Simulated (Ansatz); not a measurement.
# Mg2BeN2 (built on the BaMg2Sb2 structure): a soft mode frozen in, part 2 of 2

Aim: this structure of Mg2BeN2 (built on the BaMg2Sb2 structure) is to be tested for unstable modes, and one is followed downhill.

Ansatz 0.2.0; DFT PBEsol, scalar-relativistic, plane waves, PAW.

So far. Step 5 (Energy along the mode, all amplitudes (two of the runs …): The energy still falls at the last step, so the rise lies beyond the steps tried. Step 7 (The new phase in its own primitive cell): The largest force component left is 0.069 meV/Å and the pressure is 0.000 GPa, within the tolerances set. The cell now holds 10.63 Å³/atom. The relaxed cell has a = 3.112, c = 10.981 Å (conventional setting).

The structure was built from a prototype and need not be the compound's stable phase.

## Step 8: Modes of the new phase, k-mesh 10×10×10

A relaxed structure may still be a saddle point, so its zone-centre modes are computed. The response to a homogeneous field gives the Born charges and the dielectric tensor, and its change with displacement the Raman tensors.

The input, input.yaml:

```yaml
crystal:
  lattice:
    - [-1.5557747484, 1.5557747484, 5.4903436341]
    - [1.5557747484, -1.5557747484, 5.4903436341]
    - [1.5557747484, 1.5557747484, -5.4903436341]
  atoms:
    - { symbol: Be, position: [0.0, 0.0, 0.0] }
    - { symbol: Mg, position: [0.3358961973, 0.3358961973, 0.0] }
    - { symbol: Mg, position: [0.6641038027, 0.6641038027, 0.0] }
    - { symbol: "N", position: [0.1394813021, 0.1394813021, 0.0] }
    - { symbol: "N", position: [0.8605186979, 0.8605186979, 0.0] }
kpoints:
  mp_grid: { grid: [10, 10, 10] }
hamiltonian:
  xc: pbesol
scf:
  occupations: { method: fixed }
output:
  eigenvalues: true
phonons:
  method: dfpt
  dielectric: true
  rigid_motions: translations
  raman: true
```

On the command line:

```sh
$ ansatz run input.yaml --threads 8 --pin off --max-ram 14336MiB --backend cpu --events-out ev --progress --plain --runs-dir out
```

The job ended after 5.4 min (8 threads of Arm Neoverse V2, shared host; peak memory 3.1 GiB; 42 min of CPU time).

This step gave:

```
sum-rule residual before enforcement                    : 1.41e-4 eV/Å²
miss of the charge sum rule                             : 0.002359 e
estimated error of the dielectric tensor                : 0.01730
estimated error of the Born charges                     : 0.01158 e
point group                                             : 4/mmm
highest optical mode at the zone centre (no LO-TO term) : 1257 cm⁻¹
lowest optical zone-centre mode                         : 242.0 cm⁻¹
mean high-frequency dielectric constant                 : 5.686
largest Born charge (third of the trace)                : -2.533 e
mean static dielectric constant                         : 12.43
top of the zone-centre spectrum with the field          : 1332 cm⁻¹
```

Without the LO-TO term. Patterns of degenerate modes are one choice out of their space. The modes at Γ (shares of kinetic energy by element, %):

```csv
mode,frequency (cm⁻¹),symmetry,Be %,Mg %,N %
1,0.0,acoustic,11,57,33
2,0.0,acoustic,11,57,33
3,0.0,acoustic,11,57,33
4,242.0,Eg,0,68,32
5,242.0,Eg,0,68,32
6,343.9,Eu,18,43,39
7,343.9,Eu,18,43,39
8,358.8,A1g,0,100,0
9,364.1,Eg,0,32,68
10,364.1,Eg,0,32,68
11,434.7,A2u,12,43,45
12,447.4,Eu,71,0,29
13,447.4,Eu,71,0,29
14,805.1,A1g,0,0,100
15,1256.8,A2u,78,0,22
```

Displacements in mode 5 (242.0 cm⁻¹), the largest set to 1:
```
Be1  0.00  0.00  0.00
Mg2 -0.43  1.00  0.00
Mg3  0.43 -1.00  0.00
N4   0.39 -0.91  0.00
N5  -0.39  0.91  0.00
```

Displacements in mode 11 (434.7 cm⁻¹), the largest set to 1:
```
Be1  0.00  0.00  0.90
Mg2  0.00  0.00 -0.74
Mg3  0.00  0.00 -0.74
N4   0.00  0.00  1.00
N5   0.00  0.00  1.00
```

Optical modes at the zone centre, without and with the macroscopic field of the longitudinal modes; each column is sorted by frequency, so a row need not hold one and the same mode. Modes with and without the field, by row:

```csv
rank among optical modes,no field (cm⁻¹),"q along (1, 0, 0) (cm⁻¹)","q along (0, 0, 1) (cm⁻¹)"
1,242,242,242
2,242,242,242
3,343.9,343.9,343.9
4,343.9,358.8,343.9
5,358.8,364.1,358.8
6,364.1,364.1,364.1
7,364.1,402.8,364.1
8,434.7,434.7,447.4
9,447.4,447.4,447.4
10,447.4,596.2,536.7
11,805.1,805.1,805.1
12,1257,1257,1332
```

Born charge (rows field, columns displacement) (e), principal values of the symmetric part by kind of site:

```csv
atom,atoms with these values,low,middle,high,mean
Be1,1,0.54,0.54,1.97,1.02
Mg2,2,1.87,2.10,2.10,2.02
N4,2,-2.85,-2.37,-2.37,-2.53
```

In full for Mg2:

```
2.10 0.00 0.00
0.00 2.10 0.00
0.00 0.00 1.87
```

High-frequency dielectric tensor:

```
5.58 0.00 0.00
0.00 5.58 0.00
0.00 0.00 5.89
```

Static dielectric tensor (ions relaxed, fixed cell):

```
13.59  0.00  0.00
 0.00 13.59  0.00
 0.00  0.00 10.10
```

Transverse modes. Lines of the infrared spectrum (strongest = 100):

```csv
position (cm⁻¹),label,relative intensity
242,Eg,0.0
344,Eu,100
359,A1g,0.0
364,Eg,0.0
435,A2u,47
447,Eu,57
805,A1g,0.0
1257,A2u,75
```

Activity x (w_L - w)^4 (n + 1)/w, 532 nm, 300 K; the tensors are static ones, while 532 nm light lies above the computed gap, where resonance would change the heights; modes without the macroscopic field alone. Lines of the Raman spectrum (strongest = 100):

```csv
position (cm⁻¹),label,relative intensity
242,Eg,0.9
344,Eu,0.0
359,A1g,16
364,Eg,13
435,A2u,0.0
447,Eu,0.0
805,A1g,100
1257,A2u,0.0
```

Before it was imposed, the acoustic sum rule was missed by 1.4e-4 eV/Å² and the charge sum rule by 0.0024 e. Small misses are needed for a sound result but don't prove that mesh and cutoff are converged. The lowest optical mode is real, 242 cm⁻¹.

The log warns of the k mesh: “the force constants stand on the 10×10×10 k-mesh, whose period is 11.20 times the interband length at k = (0.0000, 0.0000, 0.0000), direct gap 1.582 eV, under 14: take them and everything formed from them as unconverged”.

## Step 9: Summary of results

| Property | Result |
| --- | --- |
| unstable mode of the parent | q = (0, 0.333, 0), 310i cm⁻¹ |
| depth at the lowest point sampled | 47.8 meV/atom |
| largest atomic shift at that point | 0.6 Å |
| space group reached | I4/mmm |
| energy gained over the parent (first relaxation, on the mesh of the frozen mode) | 483 meV/atom |
| volume per atom, phase reached | 10.6 Å³ |
| gap on the k-mesh, phase reached | 0.945 eV |
| lowest optical zone-centre mode, phase reached | 242 cm⁻¹ |
| highest optical mode at the zone centre (no LO-TO term), phase reached | 1257 cm⁻¹ |

**Reading.** Along this mode the structure falls into I4/mmm, 483 meV/atom below the parent. At the parent's cell the well is 47.76 meV/atom deep on the steps tried, with its lowest point at a shift of 0.6 Å. That is the last step tried, so the steps alone don't bracket the bottom of the well. Relaxing atoms and cell changes the gain by +434.80 meV/atom against the lowest step (energies at zero smearing). Most of the total comes from this relaxation. The cell went back to the size of the parent's, so the frozen mode vanished in the relaxation, and the gain comes from strain and zone-centre shifts. The new phase has no imaginary mode at the zone centre of its cell; other wavevectors were not checked. Of the 4 patterns followed from this parent, this one reaches the lowest energy. Each path keeps the symmetry of its pattern, so a lower phase may lie along a pattern not tried. With the field response the log warns that the k mesh is coarse for the force constants too, so the frequencies are to be taken as unconverged. The program warns that the interpolation holds no quadrupole term, so branches close to Γ can be off in this crystal. The starting cell was built on a prototype and not taken from a measurement, so the phase need not exist.

[Long decimals in the printed logs are rounded to 6 places.]

[Logs are printed without paths, hosts, clocks, repeated set-up lines and the standing remarks that a program may print on its own settings, such as how far it seeks lower states.]

[Hosts, paths, dates, database ids (printed as entryN), source tags and the programs' standing remarks are cut or masked in the printed files.]

[Where the starting crystal was built by hand or by swapping elements, it need not be the compound's stable phase.]
